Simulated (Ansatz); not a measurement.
# Sensitivity of the G0W0 gap of Zn3SbN3 (Cm)

A base run on Zn3SbN3 (Cm), then changed inputs.

Program: Ansatz 0.2.0. Level of theory: G0W0 on PBE, plane waves, PAW; PAW set soft_1. Results are calculated unless marked as measured.

This is a report of a sequence of runs, with most program output left out.

### Step 1. Set-up

Symmetry: Cm, No. 8, monoclinic system. The conventional cell has a = 6.788 Å, b = 6.566 Å, c = 5.577 Å, α = 90.00°, β = 125.21°, γ = 90.00°. Nearest to Zn lie 3 N at 1.95 to 1.96 Å. Zn has 3 N at 1.97 to 2.00 Å nearest. Nearest to Sb lie 3 N at 2.04 to 2.06 Å. Nearest to N lie 3 Zn at 1.96 to 2.00 Å and 1 Sb at 2.06 Å. Nearest to N lie 3 Zn at 1.95 to 1.97 Å and 1 Sb at 2.04 Å. Farther neighbours and most contacts between anions are not listed.

The cell and positions are those that the Materials Project relaxed with its own functionals (PBE, PBE+U or r2SCAN), kept fixed. Spin-orbit coupling is left out unless a step names it.

### Step 2. The base run: 4×4×4 mesh, 373 empty bands, screening to 138 eV, PAW set soft_1 files

G0W0 replaces the xc potential by the self-energy, built once from these orbitals. Only a window of levels is corrected, while the sums run over the empty bands that the input names. This step takes PAW set soft_1 files.

Input file input.yaml:

```yaml
crystal:
  lattice:
    - [3.3938895471, -3.283248115, 0.0]
    - [3.3938895471, 3.283248115, 0.0]
    - [-3.2155964401, 0.0, 4.5561292986]
  atoms:
    - { symbol: Zn, position: [0.64265811, 0.64265811, 0.11808447] }
    - { symbol: Zn, position: [0.75601403, 0.31486041, 0.51982585] }
    - { symbol: Zn, position: [0.31486041, 0.75601403, 0.51982585] }
    - { symbol: Sb, position: [0.06050886, 0.06050886, 0.00241463] }
    - { symbol: "N", position: [0.41103526, 0.94206134, 0.29988336] }
    - { symbol: "N", position: [0.94206134, 0.41103526, 0.29988336] }
    - { symbol: "N", position: [0.698722, 0.698722, 0.81219049] }
kpoints:
  mp_grid: { grid: [4, 4, 4] }
hamiltonian:
  xc: pbe
  pseudopotentials: { kind: paw, azcp: { folder: soft_1 } }
scf:
  occupations: { method: fixed }
gw:
  n_empty_bands: 373
  ecut_chi: 138
  qp_bands: [v2, c2]
  qp_kpoints: band_edges
  screening: { model: contour_deformation }
```

The run is started by

```console
ansatz run input.yaml --threads 2 --pin off --max-ram 92160MiB --backend cuda --events-out ev --progress --plain --runs-dir out --devices 1 --max-vram 13GiB
```

The job ended after 70 s (1 × NVIDIA H100 80GB HBM3 (shared by 6 runs) with 2 threads of AMD EPYC 7R13 (Zen 3), shared host; peak memory 2.1 GiB; 1.9 min of CPU time).

Numbers from this step:

* bands summed: 406
* RPA ε∞ on this mesh (eigenvalues): 7.187, 8.136, 8.172
* plane waves in the screening matrix: 393
* q-points in the mesh: 64
* G0W0 gap on the mesh: 2.131 eV
* k of the valence top: 0.25, -0.25, 0
* k of the conduction bottom: 0, 0, 0.25
* starting gap on the mesh: 1.432 eV
* Z at the valence top: 0.7406
* Z at the conduction bottom: 0.7817
* least direct G0W0 gap on the computed points: 2.331 eV

The gap on the mesh goes from 1.43 eV to 2.13 eV, a correction of +0.70 eV. Between the two edge states, bare exchange in place of the xc potential would open the gap by 7.02 eV, and correlation takes back 6.32 eV.

### Step 3. Variant: all filled levels at the zone centre

Changes to input.yaml since step 2:

```diff
@@ -21,6 +21,6 @@
 gw:
-  n_empty_bands: 373
-  ecut_chi: 138
-  qp_bands: [v2, c2]
-  qp_kpoints: band_edges
+  n_empty_bands: 230
+  ecut_chi: 100
+  qp_bands: [lowest, c2]
+  qp_kpoints: [[0, 0, 0]]
   screening: { model: contour_deformation }
```

It took 63 s on 1 × NVIDIA H100 80GB HBM3 (shared by 6 runs) with 2 threads; peak memory 1.4 GiB.

Absolute levels on the run's own zero. QP, by row:

| k index | band | KS (eV) | Sigma_x (eV) | Sigma_c (eV) | Vxc (eV) | Z | QP linearised (eV) | QP (eV) | source | doubts |
| --- | --- | --- | --- | --- | --- | --- | --- | --- | --- | --- |
| 0 | 1 | -20.13 | -48.75 | 8.037 | -38.26 | 0.7153 | -22.84 | -22.57 | root | energies_apart |
| 0 | 2 | -20.13 | -48.75 | 8.034 | -38.26 | 0.7161 | -22.84 | -22.58 | root | energies_apart |
| 0 | 3 | -20.03 | -48.8 | 7.981 | -38.4 | 0.7156 | -22.73 | -22.45 | root | energies_apart |
| 0 | 4 | -20.03 | -48.8 | 7.972 | -38.4 | 0.7167 | -22.73 | -22.46 | root | energies_apart |
| 0 | 5 | -20 | -48.83 | 7.984 | -38.42 | 0.7149 | -22.69 | -22.42 | root | energies_apart |
| 0 | 6 | -7.002 | -26.42 | 8.981 | -17 | 0.6078 | -7.449 | -7.435 | root |  |
| 0 | 7 | -4.939 | -28.68 | 8.789 | -19.4 | 0.6345 | -5.435 | -5.428 | root |  |
| 0 | 8 | -4.891 | -28.61 | 8.774 | -19.36 | 0.6312 | -5.372 | -5.365 | root |  |
| 0 | 9 | 0.4147 | -26.21 | 5.803 | -19.75 | 0.6939 | -0.2468 | -0.2373 | root |  |
| 0 | 10 | 1.954 | -42.77 | 8.88 | -32.52 | 0.6676 | 0.4984 | 0.581 | root |  |
| 0 | 11 | 2.001 | -43.3 | 8.83 | -33.04 | 0.6757 | 0.4825 | 0.5769 | root |  |
| 0 | 12 | 2.178 | -44.55 | 8.956 | -34.12 | 0.6766 | 0.6162 | 0.7102 | root |  |
| 0 | 13 | 2.247 | -43.67 | 8.759 | -33.48 | 0.6777 | 0.7313 | 0.8183 | root |  |
| 0 | 14 | 2.332 | -46.55 | 9.275 | -35.72 | 0.6734 | 0.6542 | 0.7763 | root | energies_apart |
| 0 | 15 | 2.344 | -44.95 | 9.075 | -34.43 | 0.6729 | 0.8074 | 0.8949 | root |  |
| 0 | 16 | 2.515 | -47.99 | 9.424 | -36.97 | 0.6767 | 0.7875 | 0.9196 | root | energies_apart |
| 0 | 17 | 2.674 | -48.09 | 9.366 | -37.09 | 0.6823 | 0.906 | 1.05 | root | energies_apart |
| 0 | 18 | 2.809 | -50.42 | 9.68 | -38.96 | 0.6842 | 0.8938 | 1.023 | root | energies_apart |
| 0 | 19 | 2.842 | -50.81 | 9.788 | -39.26 | 0.681 | 0.9587 | 1.085 | root | energies_apart |
| 0 | 20 | 2.901 | -51.08 | 9.885 | -39.48 | 0.6762 | 1.079 | 1.188 | root | energies_apart |
| 0 | 21 | 2.908 | -51.17 | 9.814 | -39.59 | 0.6818 | 1.02 | 1.146 | root | energies_apart |
| 0 | 22 | 3.012 | -46.47 | 8.841 | -36.05 | 0.6873 | 1.315 | 1.427 | root | energies_apart |
| 0 | 23 | 3.219 | -50 | 9.634 | -38.74 | 0.6832 | 1.453 | 1.592 | root | energies_apart |
| 0 | 24 | 3.311 | -48.03 | 9.089 | -37.35 | 0.6871 | 1.605 | 1.718 | root | energies_apart |
| 0 | 25 | 4.663 | -26.52 | 4.958 | -20.85 | 0.6917 | 3.943 | 3.947 | root |  |
| 0 | 26 | 4.748 | -25.45 | 4.758 | -20.07 | 0.694 | 4.111 | 4.118 | root |  |
| 0 | 27 | 5.163 | -27.51 | 4.653 | -22.05 | 0.7121 | 4.334 | 4.354 | root |  |
| 0 | 28 | 5.228 | -24.94 | 4.376 | -19.92 | 0.7098 | 4.569 | 4.583 | root |  |
| 0 | 29 | 5.297 | -26.49 | 4.795 | -21.03 | 0.6881 | 4.625 | 4.633 | root |  |
| 0 | 30 | 5.951 | -22 | 4.114 | -17.42 | 0.6923 | 5.482 | 5.49 | root |  |
| 0 | 31 | 7.29 | -22.88 | 3.461 | -18.88 | 0.7328 | 6.738 | 6.746 | root |  |
| 0 | 32 | 7.641 | -25.27 | 3.85 | -20.91 | 0.7316 | 7.122 | 7.128 | root |  |
| 0 | 33 | 7.978 | -25.35 | 3.64 | -21.18 | 0.7381 | 7.442 | 7.448 | root |  |
| 0 | 34 | 10.86 | -10.72 | -3.531 | -14.51 | 0.7808 | 11.13 | 11.13 | root |  |
| 0 | 35 | 11.8 | -13.23 | -3.344 | -16.95 | 0.7616 | 12.18 | 12.18 | root |  |

Against the base:

| setting | base | variant |
| --- | --- | --- |
| empty bands | 373 | 230 |
| screening cutoff (eV) | 138 | 100 |
| levels asked | v2 to c2 | lowest to c2 |
| points asked | band edges | [[0, 0, 0]] |

### Step 4. Variant: wider window of levels

Changes to input.yaml since step 3:

```diff
@@ -23,3 +23,3 @@
   ecut_chi: 100
-  qp_bands: [lowest, c2]
+  qp_bands: [v8, c4]
   qp_kpoints: [[0, 0, 0]]
```

Wall time 28 s (1 × NVIDIA H100 80GB HBM3 (shared by 6 runs) with 2 threads); peak memory 1.4 GiB; 39 s of CPU time.

Absolute levels on the run's own zero. QP, by row:

| k index | band | KS (eV) | Sigma_x (eV) | Sigma_c (eV) | Vxc (eV) | Z | QP linearised (eV) | QP (eV) | source | doubts |
| --- | --- | --- | --- | --- | --- | --- | --- | --- | --- | --- |
| 0 | 26 | 4.748 | -25.45 | 4.758 | -20.07 | 0.694 | 4.111 | 4.118 | root |  |
| 0 | 27 | 5.163 | -27.51 | 4.653 | -22.05 | 0.7121 | 4.334 | 4.354 | root |  |
| 0 | 28 | 5.228 | -24.94 | 4.376 | -19.92 | 0.7098 | 4.569 | 4.583 | root |  |
| 0 | 29 | 5.297 | -26.49 | 4.795 | -21.03 | 0.6881 | 4.625 | 4.633 | root |  |
| 0 | 30 | 5.951 | -22 | 4.114 | -17.42 | 0.6923 | 5.482 | 5.49 | root |  |
| 0 | 31 | 7.29 | -22.88 | 3.461 | -18.88 | 0.7328 | 6.738 | 6.746 | root |  |
| 0 | 32 | 7.641 | -25.27 | 3.85 | -20.91 | 0.7316 | 7.122 | 7.128 | root |  |
| 0 | 33 | 7.978 | -25.35 | 3.64 | -21.18 | 0.7381 | 7.442 | 7.448 | root |  |
| 0 | 34 | 10.86 | -10.72 | -3.531 | -14.51 | 0.7808 | 11.13 | 11.13 | root |  |
| 0 | 35 | 11.8 | -13.23 | -3.344 | -16.95 | 0.7616 | 12.18 | 12.18 | root |  |
| 0 | 36 | 12.59 | -10.61 | -4.166 | -15.27 | 0.7454 | 13.09 | 13.08 | root |  |
| 0 | 37 | 13 | -9.447 | -4.16 | -13.94 | 0.7544 | 13.34 | 13.33 | root |  |

Against the base:

| setting | base | variant |
| --- | --- | --- |
| empty bands | 373 | 230 |
| screening cutoff (eV) | 138 | 100 |
| levels asked | v2 to c2 | v8 to c4 |
| points asked | band edges | [[0, 0, 0]] |

### Step 5. What came out

| Property | Result |
| --- | --- |
| base | 2.13 eV, 70 s |
| all filled levels at the zone centre | direct gap at the listed points 3.68 eV, 63 s |
| wider window of levels | direct gap at the listed points 3.68 eV, 28 s |

All filled levels at the zone centre: only the listed points were computed; the least direct gap there is 3.68 eV, with empty bands, screening cutoff, levels asked and points asked changed against the base. Wider window of levels: only the listed points were computed; the least direct gap there is 3.68 eV, with empty bands, screening cutoff, levels asked and points asked changed against the base. All runs here use a coarse mesh and modest cutoffs; they test settings and are not final values. A d shell, filled or nearly so, lies near the gap. One-shot GW converges very slowly in bands there, not always from below, and on a semilocal start the gap tends to come out low; starts rich in exact exchange can overshoot instead. The many-body steps are scalar-relativistic: spin-orbit coupling is not in them.

[Paths, hosts, dates, memory and timing lines, banners, echoed tables and standing remarks are left out of the program output.]

[Logs are printed without paths, hosts, clocks, repeated set-up lines and the standing remarks that a program may print on its own settings, such as how far it seeks lower states.]

[Runs of the session that timed out or met a known fault of the program may be left out.]

[Cells called generated may have been cut or substituted from an entry of the Crystallography Open Database or the Materials Project.]

[Hosts, paths, dates, database ids (printed as entryN), source tags and the programs' standing remarks are cut or masked in the printed files.]
